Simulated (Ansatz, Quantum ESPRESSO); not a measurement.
# Mode couplings of Ca (Fm-3m) in a second program

Aim: mode couplings and λ of Ca (Fm-3m) by double-delta sums in Quantum ESPRESSO.

Method: DFT PBE, scalar-relativistic, plane waves, PAW, in the first sound run; inputs show where later runs differ, in Ansatz 0.2.0 and Quantum ESPRESSO 7.5.

### Step 1. Set-up

It takes space group Fm-3m (No. 225, cubic). The conventional cell has a = 5.588 Å, b = 5.588 Å, c = 5.588 Å, α = 90.00°, β = 90.00°, γ = 90.00°. Nearest to Ca lie 12 Ca at 3.95 Å.

### Step 2. Relaxation

Lattice constant and positions set the bands and the force constants, so the cell is relaxed first.

Input file input.yaml:

```yaml
crystal:
  lattice:
    - [0.0, 2.7942, 2.7942]
    - [2.7942, 0.0, 2.7942]
    - [2.7942, 2.7942, 0.0]
  atoms:
    - { symbol: Ca, position: [0.0, 0.0, 0.0] }
kpoints:
  mp_grid: { grid: [10, 10, 10] }
hamiltonian:
  xc: pbe
scf:
  occupations: { method: gaussian, width: 0.1 }
output:
  forces: true
  stress: true
  eigenvalues: true
relax:
  adjacent_minimum: "off"
  f_tol: 0.005
  max_steps: 80
  cell: { stress_tol: 0.05 }
```

Command:

```
ansatz run input.yaml --threads 4 --pin off --max-ram 8192MiB --backend cpu --events-out ev --progress --plain --runs-dir out
```

Numbers of over 12 decimals in the logs are rounded to 6 here.

The program printed:

```text
[the first part of the log is left out]
  E_local      = -848.097770  (includes V_loc(G=0)·N_el)
  E_nonlocal   = 63.648509
  E_hartree    = 283.790351
  E_xc         = -135.888245
  E_vxc        = -169.375138  (∫ρ·V_xc dr)
  E_paw        = -858.240645  (= ΣΔE_a)
  E_vpaw       = -64.464549  (= ΣTr[D̂ρ^β])
  E_aug_tail   = -0.000006  (compensation charges beyond the density's cutoff)
  E_ewald      = -597.561903
  E_smearing   = -0.006419  (= −TS)
  E_closure    = 0.000000  (closes the sum)
  Σ components = -1816.864958   (vs F -1816.864958, Δ=0.00e0)
--- Forces (eV/Å), atoms counted from 1 ---
  atom   1  Ca     0.00000000     0.00000000    -0.00000000
  max |Σ_I F_I| component: 6.16e-32 eV/Å
--- Stress (GPa, compression-positive) ---
        0.013652       0.000000       0.000000
        0.000000       0.013652      -0.000000
        0.000000       0.000000       0.013652
  P = ⅓ Tr σ = 0.0137 GPa (0.137 kbar)
--- Band table (eV; the first three rows and the last of 47) ---
  k-point 0: bands = ["-37.0803", "-17.9959", "-17.9959", "-17.9959", "0.9287", "7.2855", "7.2855", "7.2855", "8.3533"]
  k-point 1: bands = ["-37.0790", "-18.0093", "-17.9978", "-17.9978", "1.0992", "7.1045", "7.3478", "7.3478", "8.3008"]
  k-point 2: bands = ["-37.0756", "-18.0442", "-18.0026", "-18.0026", "1.5939", "6.6516", "7.4357", "7.4357", "8.2777"]
  k-point 46: bands = ["-37.0622", "-18.0987", "-18.0741", "-18.0476", "5.0630", "5.5966", "5.7105", "7.6744", "9.2227"]
--- Relaxed structure (3 steps of the walk, 3 accepted, 1 SCFs on fresh bases) ---
  F+E_penalty+E_count = -1816.86495771 eV   max|allowed force component| = 0.000e0 eV/Å   (the final SCF, on the basis selected at the relaxed cell)
  cell:  # Å, volume = 42.1440 Å³
    - [0, 2.762073, 2.762073]
    - [2.762073, 0, 2.762073]
    - [2.762073, 2.762073, 0]
  atoms:
    - { symbol: Ca, position: [0.0, 0.0, 0.0] }
```

Run time: 2.7 s. Hardware: 4 threads of Arm Neoverse N1, shared host; peak memory 0.29 GiB.

The steps of the relaxation:

```
step  energy less that of the first step (eV)  largest force component (eV/Å)  pressure (GPa)  volume (Å³)
   1                                   0.0000                          0.0000           -0.56        43.63
   2                                  -0.0018                          0.0000           -0.33        43.00
   3                                  -0.0027                          0.0000            0.01        42.14
   4                                  -0.0026                          0.0000            0.01        42.14
```

The log counts 1 steps on a newly chosen plane-wave basis, not all of them marked here; energy and pressure can jump at such steps.

```
conventional cell, symmetrised  before  after  change
                         a (Å)   5.588  5.524  -1.1 %
                         b (Å)   5.588  5.524  -1.1 %
                         c (Å)   5.588  5.524  -1.1 %
              volume (Å³/atom)   43.63  42.14  -3.4 %
```

The relaxed structure:

```
Ca
1.0
     0.00000    2.76207    2.76207
     2.76207    0.00000    2.76207
     2.76207    2.76207    0.00000
Ca
1
Direct
  0.00000 0.00000 0.00000
```

Numbers from this step:

* pressure: 0.01365 GPa
* volume per atom: 42.14 Å³
* metallic on mesh: yes
* gap on the k-mesh: 0 eV

The largest force is now zero by symmetry and the largest stress component 0.014 GPa.

### Step 3. Ground state with pw.x

ph.x needs a tightly converged ground state on the same k mesh; the cell is that of the step before.

This step: DFT PBE, scalar-relativistic, plane waves, GBRV ultrasoft pseudopotentials (Quantum ESPRESSO 7.5).

Input file pw.in:

```
&CONTROL
  calculation = 'scf'
  prefix      = 'x'
  outdir      = './tmp'
  pseudo_dir  = './pseudo'
  tprnfor     = .true.
  tstress     = .true.
/
&SYSTEM
  ibrav       = 0
  nat         = 1
  ntyp        = 1
  ecutwfc     = 45.0
  ecutrho     = 360.0
  occupations = 'smearing'
  smearing    = 'fd'
  degauss     = 0.00734986
  nbnd        = 12
/
&ELECTRONS
  conv_thr    = 1.0d-11
  mixing_beta = 0.5
/
ATOMIC_SPECIES
 Ca     40.0780  Ca.upf
CELL_PARAMETERS angstrom
     0.000000000    2.762073190    2.762073190
     2.762073190    0.000000000    2.762073190
     2.762073190    2.762073190    0.000000000
ATOMIC_POSITIONS crystal
 Ca     0.000000000   0.000000000   0.000000000
K_POINTS automatic
 10 10 10 0 0 0
```

Command:

```
OMP_NUM_THREADS=1 mpirun -n 4 pw.x -nk 4 -in pw.in > pw.x.log
```

The program printed:

```text
Program PWSCF v.7.5

     This program is part of the open-source Quantum ESPRESSO suite
     for quantum simulation of materials; please cite
         "P. Giannozzi et al., J. Phys.:Condens. Matter 21 395502 (2009);
         "P. Giannozzi et al., J. Phys.:Condens. Matter 29 465901 (2017);
         "P. Giannozzi et al., J. Chem. Phys. 152 154105 (2020);
     in publications or presentations arising from this work. More details at

     Message from routine setup:
     using ibrav=0 with symmetry is DISCOURAGED, use correct ibrav instead

     G-vector sticks info
     --------------------
     sticks:   dense  smooth     PW     G-vecs:    dense   smooth      PW
     Sum        1357     673    211                32743    11575    1989

     Using Slab Decomposition

     bravais-lattice index     =            0
     lattice parameter (alat)  =       7.3816  a.u.
     unit-cell volume          =     284.4017 (a.u.)^3
     number of atoms/cell      =            1
     number of atomic types    =            1
     number of electrons       =        10.00
     number of Kohn-Sham states=           12
     kinetic-energy cutoff     =      45.0000  Ry
     charge density cutoff     =     360.0000  Ry
     scf convergence threshold =      1.0E-11
     mixing beta               =       0.5000
     number of iterations used =            8  plain     mixing
     Exchange-correlation= SLA  PW   PBE  PBE
                           (   1   4   3   4   0   0   0)

     celldm(1)=   7.381575  celldm(2)=   0.000000  celldm(3)=   0.000000
     celldm(4)=   0.000000  celldm(5)=   0.000000  celldm(6)=   0.000000

     crystal axes: (cart. coord. in units of alat)
               a(1) = (   0.000000   0.707107   0.707107 )
               a(2) = (   0.707107   0.000000   0.707107 )
               a(3) = (   0.707107   0.707107   0.000000 )

     reciprocal axes: (cart. coord. in units 2 pi/alat)
               b(1) = ( -0.707107  0.707107  0.707107 )
               b(2) = (  0.707107 -0.707107  0.707107 )
               b(3) = (  0.707107  0.707107 -0.707107 )

     PseudoPot. # 1 for Ca read from file:
     ./pseudo/Ca.upf
     Pseudo is Ultrasoft + core correction, Zval = 10.0
     Using radial grid of  845 points,  6 beta functions with:
                l(1) =   0
                l(2) =   0
                l(3) =   1
                l(4) =   1
                l(5) =   2
                l(6) =   2
     Q(r) pseudized with  8 coefficients,  rinner =    1.500   1.500   1.500
                                                       1.500   1.500

     atomic species   valence    mass     pseudopotential
     Ca               10.00    40.07800     Ca( 1.00)

     48 Sym. Ops., with inversion, found

   Cartesian axes

     site n.     atom                  positions (alat units)
         1        Ca     tau(   1) = (   0.0000000   0.0000000   0.0000000  )

     number of k points=    47  Fermi-Dirac smearing, width (Ry)=  0.0073
                       cart. coord. in units 2pi/alat
        k(    1) = (   0.0000000   0.0000000   0.0000000), wk =   0.0020000
        k(    2) = (   0.0707107   0.0707107  -0.0707107), wk =   0.0160000
        k(    3) = (   0.1414214   0.1414214  -0.1414214), wk =   0.0160000
        k(    4) = (   0.2121320   0.2121320  -0.2121320), wk =   0.0160000
        k(    5) = (   0.2828427   0.2828427  -0.2828427), wk =   0.0160000
        k(    6) = (  -0.3535534  -0.3535534   0.3535534), wk =   0.0080000
        k(    7) = (   0.1414214  -0.0000000   0.0000000), wk =   0.0120000
        k(    8) = (   0.2121320   0.0707107  -0.0707107), wk =   0.0480000
        k(    9) = (   0.2828427   0.1414214  -0.1414214), wk =   0.0480000
        k(   10) = (   0.3535534   0.2121320  -0.2121320), wk =   0.0480000
        k(   11) = (  -0.2828427  -0.4242641   0.4242641), wk =   0.0480000
        k(   12) = (  -0.2121320  -0.3535534   0.3535534), wk =   0.0480000
        k(   13) = (  -0.1414214  -0.2828427   0.2828427), wk =   0.0480000
        k(   14) = (  -0.0707107  -0.2121320   0.2121320), wk =   0.0480000
        k(   15) = (   0.0000000  -0.1414214   0.1414214), wk =   0.0240000
        k(   16) = (   0.2828427  -0.0000000   0.0000000), wk =   0.0120000
[...]
k(   40) = (   0.0000000  -0.2828427   0.4242641), wk =   0.0480000
        k(   41) = (  -0.1414214  -0.5656854   0.7071068), wk =   0.0480000
        k(   42) = (  -0.0707107  -0.4949747   0.6363961), wk =   0.0960000
        k(   43) = (   0.0000000  -0.4242641   0.5656854), wk =   0.0480000
        k(   44) = (  -0.7071068   0.1414214   0.0000000), wk =   0.0240000
        k(   45) = (  -0.1414214  -0.4242641   0.7071068), wk =   0.0480000
        k(   46) = (  -0.0707107  -0.3535534   0.6363961), wk =   0.0480000
        k(   47) = (  -0.7071068   0.2828427   0.0000000), wk =   0.0240000

     Dense  grid:    32743 G-vectors     FFT dimensions: (  45,  45,  45)

     Smooth grid:    11575 G-vectors     FFT dimensions: (  32,  32,  32)

     Initial potential from superposition of free atoms

     starting charge       9.9945, renormalised to      10.0000
     Starting wfcs are   10 randomized atomic wfcs +    2 random wfcs

     per-process dynamical memory:    23.8 Mb

     Self-consistent Calculation

     iteration #  1     ecut=    45.00 Ry     beta= 0.50
     Davidson diagonalization with overlap
     ethr =  1.00E-02,  avg # of iterations =  3.8

     Threshold (ethr) on eigenvalues was too large:
     Diagonalizing with lowered threshold

     Davidson diagonalization with overlap
     ethr =  1.58E-05,  avg # of iterations =  6.0

     total energy              =     -74.92636283 Ry
     estimated scf accuracy    <       0.00151322 Ry

     iteration #  2     ecut=    45.00 Ry     beta= 0.50
     Davidson diagonalization with overlap
     ethr =  1.51E-05,  avg # of iterations =  1.1

     total energy              =     -74.92657710 Ry
     estimated scf accuracy    <       0.00031300 Ry

     iteration #  3     ecut=    45.00 Ry     beta= 0.50
     Davidson diagonalization with overlap
     ethr =  3.13E-06,  avg # of iterations =  1.8

     total energy              =     -74.92659554 Ry
     estimated scf accuracy    <       0.00002099 Ry

     iteration #  4     ecut=    45.00 Ry     beta= 0.50
     Davidson diagonalization with overlap
     ethr =  2.10E-07,  avg # of iterations =  1.9

     total energy              =     -74.92659661 Ry
     estimated scf accuracy    <       0.00000006 Ry

     iteration #  5     ecut=    45.00 Ry     beta= 0.50
     Davidson diagonalization with overlap
     ethr =  6.34E-10,  avg # of iterations =  2.5

     total energy              =     -74.92659664 Ry
     estimated scf accuracy    <          7.4E-09 Ry

     iteration #  6     ecut=    45.00 Ry     beta= 0.50
     Davidson diagonalization with overlap
     ethr =  7.40E-11,  avg # of iterations =  2.0

     total energy              =     -74.92659665 Ry
     estimated scf accuracy    <          1.9E-10 Ry

     iteration #  7     ecut=    45.00 Ry     beta= 0.50
     Davidson diagonalization with overlap
     ethr =  1.89E-12,  avg # of iterations =  2.3

     End of self-consistent calculation

          k = 0.0000 0.0000 0.0000 (  1459 PWs)   bands (ev):

   -37.0101 -17.9242 -17.9242 -17.9242   0.9925   7.3572   7.3572   7.3572
     8.4273   8.4273  14.1066  16.1172

          k = 0.0707 0.0707-0.0707 (  1441 PWs)   bands (ev):

   -37.0088 -17.9376 -17.9260 -17.9260   1.1630   7.1756   7.4194   7.4194
     8.3747   8.3747  14.2834  14.9914

          k = 0.1414 0.1414-0.1414 (  1429 PWs)   bands (ev):

   -37.0054 -17.9725 -17.9308 -17.9308   1.6577   6.7213   7.5075   7.5075
     8.3512   8.3512  13.1897  14.6819

          k = 0.2121 0.2121-0.2121 (  1438 PWs)   bands (ev):

   -37.0012 -18.0152 -17.9367 -17.9367   2.4231   6.1263   7.4340   7.4340
     8.5898   8.5898  11.7080  14.3188

          k = 0.2828 0.2828-0.2828 (  1435 PWs)   bands (ev):

   -36.9978 -18.0494 -17.9415 -17.9415   3.3494   5.4294   7.2994   7.2994
     8.9444   8.9444  10.6325  13.8092

          k =-0.3536-0.3536 0.3536 (  1458 PWs)   bands (ev):

   -36.9965 -18.0624 -17.9434 -17.9434   4.0342   4.8537   7.2423   7.2423
     9.1129   9.1129  10.2320  13.6090

          k = 0.1414-0.0000 0.0000 (  1443 PWs)   bands (ev):

   -37.0084 -17.9372 -17.9290 -17.9290   1.2195   7.1278   7.4473   7.4473
     8.2019   8.4867  14.3972  15.3939

          k = 0.2121 0.0707-0.0707 (  1435 PWs)   bands (ev):

   -37.0057 -17.9631 -17.9348 -17.9326   1.6054   6.7972   7.5255   7.5527
     8.0360   8.5385  13.8301  14.7501

          k = 0.2828 0.1414-0.1414 (  1444 PWs)   bands (ev):

   -37.0018 -18.0020 -17.9411 -17.9386   2.2813   6.3029   7.3554   7.5570
     8.2655   8.7194  12.2316  14.9757

          k = 0.3536 0.2121-0.2121 (  1448 PWs)   bands (ev):

   -36.9981 -18.0376 -17.9458 -17.9455   3.1641   5.6847   7.1512   7.4445
     8.7178   9.0084  10.9125  14.0597

          k =-0.2828-0.4243 0.4243 (  1455 PWs)   bands (ev):

   -36.9961 -18.0568 -17.9514 -17.9464   4.0548   4.9820   7.0600   7.3545
     9.1179   9.1227  10.2049  13.7310

          k =-0.2121-0.3536 0.3536 (  1455 PWs)   bands (ev):

   -36.9965 -18.0525 -17.9532 -17.9434   3.7856   5.2183   7.0692   7.3666
     8.8984   9.2206  10.3714  13.6945

          k =-0.1414-0.2828 0.2828 (  1441 PWs)   bands (ev):

   -36.9992 -18.0265 -17.9503 -17.9376   2.8553   5.9232   7.1796   7.4926
     8.4696   8.9945  11.3192  13.9014

          k =-0.0707-0.2121 0.2121 (  1446 PWs)   bands (ev):

   -37.0032 -17.9888 -17.9434 -17.9314   2.0278   6.4969   7.3524   7.6459
     8.1073   8.6651  12.7312  14.1885

          k = 0.0000-0.1414 0.1414 (  1438 PWs)   bands (ev):

   -37.0068 -17.9548 -17.9341 -17.9269   1.4415   6.9330   7.4410   7.5406
     8.1680   8.4685  14.1900  14.3746

          k = 0.2828-0.0000 0.0000 (  1463 PWs)   bands (ev):

   -37.0039 -17.9708 -17.9417 -17.9417   1.8734   6.6127   7.6062   7.7262
     7.7262   8.6472  14.5023  14.5023

          k = 0.3536 0.0707-0.0707 (  1444 PWs)   bands (ev):

[...]
k = 0.4243 0.1414-0.1414 (  1447 PWs)   bands (ev):

[...]
k =-0.2121-0.4950 0.4950 (  1452 PWs)   bands (ev):

[...]
k =-0.1414-0.4243 0.4243 (  1467 PWs)   bands (ev):

[...]
k =-0.0707-0.3536 0.3536 (  1453 PWs)   bands (ev):

[...]
k = 0.0000-0.2828 0.2828 (  1432 PWs)   bands (ev):

[...]
k = 0.4243 0.0000-0.0000 (  1443 PWs)   bands (ev):

[...]
k = 0.4950 0.0707-0.0707 (  1449 PWs)   bands (ev):

[...]
k =-0.1414-0.5657 0.5657 (  1460 PWs)   bands (ev):

[...]
k =-0.0707-0.4950 0.4950 (  1458 PWs)   bands (ev):

[...]
k =-0.0000-0.4243 0.4243 (  1458 PWs)   bands (ev):

[...]
k = 0.5657-0.0000 0.0000 (  1451 PWs)   bands (ev):

[...]
k =-0.0707-0.6364 0.6364 (  1451 PWs)   bands (ev):

[...]
k = 0.0000-0.5657 0.5657 (  1450 PWs)   bands (ev):

[...]
k =-0.7071 0.0000 0.0000 (  1428 PWs)   bands (ev):

[...]
k = 0.2828 0.1414 0.0000 (  1445 PWs)   bands (ev):

[...]
k = 0.3536 0.2121-0.0707 (  1444 PWs)   bands (ev):

[...]
k =-0.2828-0.4243 0.5657 (  1447 PWs)   bands (ev):

[...]
k =-0.2121-0.3536 0.4950 (  1452 PWs)   bands (ev):

[...]
k = 0.4243 0.1414-0.0000 (  1443 PWs)   bands (ev):

[...]
k =-0.2121-0.4950 0.6364 (  1460 PWs)   bands (ev):

[...]
k =-0.1414-0.4243 0.5657 (  1455 PWs)   bands (ev):

[...]
k =-0.0707-0.3536 0.4950 (  1454 PWs)   bands (ev):

[...]
k = 0.0000-0.2828 0.4243 (  1459 PWs)   bands (ev):

   -36.9961 -18.0244 -17.9815 -17.9482   3.5833   5.9491   6.4228   7.8425
     8.4002   9.3759  11.3190  11.9810

          k =-0.1414-0.5657 0.7071 (  1453 PWs)   bands (ev):

   -36.9936 -18.0390 -17.9774 -17.9688   4.1358   5.7241   6.1948   8.4535
     8.8673   9.3226  11.0134  11.5489

          k =-0.0707-0.4950 0.6364 (  1459 PWs)   bands (ev):

   -36.9925 -18.0363 -17.9933 -17.9702   4.8003   5.5644   5.9588   8.1674
     9.1167   9.6930  10.0438  11.3252

          k = 0.0000-0.4243 0.5657 (  1455 PWs)   bands (ev):

   -36.9926 -18.0204 -18.0131 -17.9646   5.0385   5.5377   5.7969   7.9239
     8.9887   9.4672  10.4180  11.0551

          k =-0.7071 0.1414 0.0000 (  1448 PWs)   bands (ev):

   -36.9920 -18.0469 -17.9825 -17.9752   4.7442   5.6099   5.9147   8.6099
     9.2956   9.4868  10.4583  10.9196

          k =-0.1414-0.4243 0.7071 (  1452 PWs)   bands (ev):

   -36.9932 -18.0286 -17.9967 -17.9661   4.5860   5.7401   5.9538   7.9029
     8.9154   9.5547  10.7523  11.0431

          k =-0.0707-0.3536 0.6364 (  1450 PWs)   bands (ev):

   -36.9925 -18.0221 -18.0080 -17.9701   5.1169   5.4574   5.9080   7.7204
     9.0828   9.9212  10.0385  11.0895

          k =-0.7071 0.2828 0.0000 (  1446 PWs)   bands (ev):

   -36.9920 -18.0270 -18.0024 -17.9759   5.1298   5.6641   5.7765   7.7443
     9.2968   9.9602  10.3018  10.5059

     the Fermi energy is     5.0235 ev

!    total energy              =     -74.92659665 Ry
     estimated scf accuracy    <          7.3E-12 Ry
     smearing contrib. (-TS)   =      -0.00290013 Ry
     internal energy E=F+TS    =     -74.92369652 Ry

     The total energy is F=E-TS. E is the sum of the following terms:
     one-electron contribution =     -39.14545757 Ry
     hartree contribution      =      19.92518042 Ry
     xc contribution           =     -11.78342961 Ry
     ewald contribution        =     -43.91998977 Ry

     convergence has been achieved in   7 iterations

     Forces acting on atoms (cartesian axes, Ry/au):

     atom    1 type  1   force =     0.00000000    0.00000000    0.00000000

     Total force =     0.000000     Total SCF correction =     0.000000

     Computing stress (Cartesian axis) and pressure

          total   stress  (Ry/bohr**3)                   (kbar)     P=        0.06
   0.00000042  -0.00000000  -0.00000000            0.06       -0.00       -0.00
   0.00000000   0.00000042  -0.00000000            0.00        0.06       -0.00
  -0.00000000  -0.00000000   0.00000042           -0.00       -0.00        0.06

     Writing all to output data dir ./tmp/x.save/ :
     XML data file, charge density, pseudopotentials, collected wavefunctions

   JOB DONE.
```

Run time: 5.8 s. Hardware: 4 MPI ranks; 23 s of CPU time.

This step gave:

```
pressure : 0.006000 GPa
```

With these potentials, mesh and smearing the cell is at 0.0060 GPa.

[end of part 1 of 4]

[Logs are printed without paths, hosts, clocks, repeated set-up lines and the standing remarks that a program may print on its own settings, such as how far it seeks lower states.]

[Hosts, paths, dates, database ids (printed as entryN), source tags and the programs' standing remarks are cut or masked in the printed files.]
